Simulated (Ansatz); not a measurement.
# Potential energy on cooling a melt of Bi2Te9O21 (96 atoms)

Calculated with Ansatz 0.2.0: Kohn-Sham DFT, r2SCAN+D3(BJ), PAW (set soft_2), plane waves; cutoff 500 eV, Γ point, fermi-dirac smearing of 0.116 eV. A melt made by DFT dynamics from a random start is cooled at fixed volume, with the thermostat ramped from 1350 to 300 K at 547 K/ps; the atoms lag behind it. The run is cut into twelve blocks of equal length; the table gives means over the six coldest, with energies counted from the coldest.

```
mean temperature (K)  potential energy (meV/atom)
                 437                            0
                 512                        14.48
                 622                            ?
                 634                        45.81
                 730                        59.77
                 828                        73.20
```

**Question.** Fit a straight line to the rows given and interpolate to the withheld row.

Worked fit:

For a solid that vibrates harmonically, the potential energy per atom rises as (3/2) k_B T, a line in u = T with slope 0.1293 meV/K.

```
u = T (K)  v (meV/atom)
  437.348             0
  512.120       14.4844
  633.957       45.8074
  729.896       59.7705
  828.339       73.2016
```

With n = 5: mean u = 628.332, mean v = 38.6528, Σ(u − ū)² = 100329.66, Σ(u − ū)(v − v̄) = 19285.74. Slope b = 19285.74 / 100329.66 = 0.19222; intercept a = v̄ − b ū = -82.128.

At T = 622.4 K, v = a + b u.

Prediction at 622: 37.50 meV/atom. The run gave 38.12 meV/atom, so the fit is low by 0.62 meV/atom (1.6 % of the value).

The slope, 0.192 meV/K, is 1.5 times the harmonic value, so anharmonic motion and continued settling of the structure add to it. Over the five hottest of the twelve blocks the slope is 0.171 meV/K. Among the rows given, the largest miss of the fit is at 634, by 6.1 meV/atom (8.3 % of the range of the table).

Limits: At this rate the structure lags behind the temperature, and block means over so few atoms scatter. Classical nuclei: no zero-point motion.

[Logs are printed without paths, hosts, clocks, repeated set-up lines and the standing remarks that a program may print on its own settings, such as how far it seeks lower states.]

[Hosts, paths, dates, database ids (printed as entryN), source tags and the programs' standing remarks are cut or masked in the printed files.]
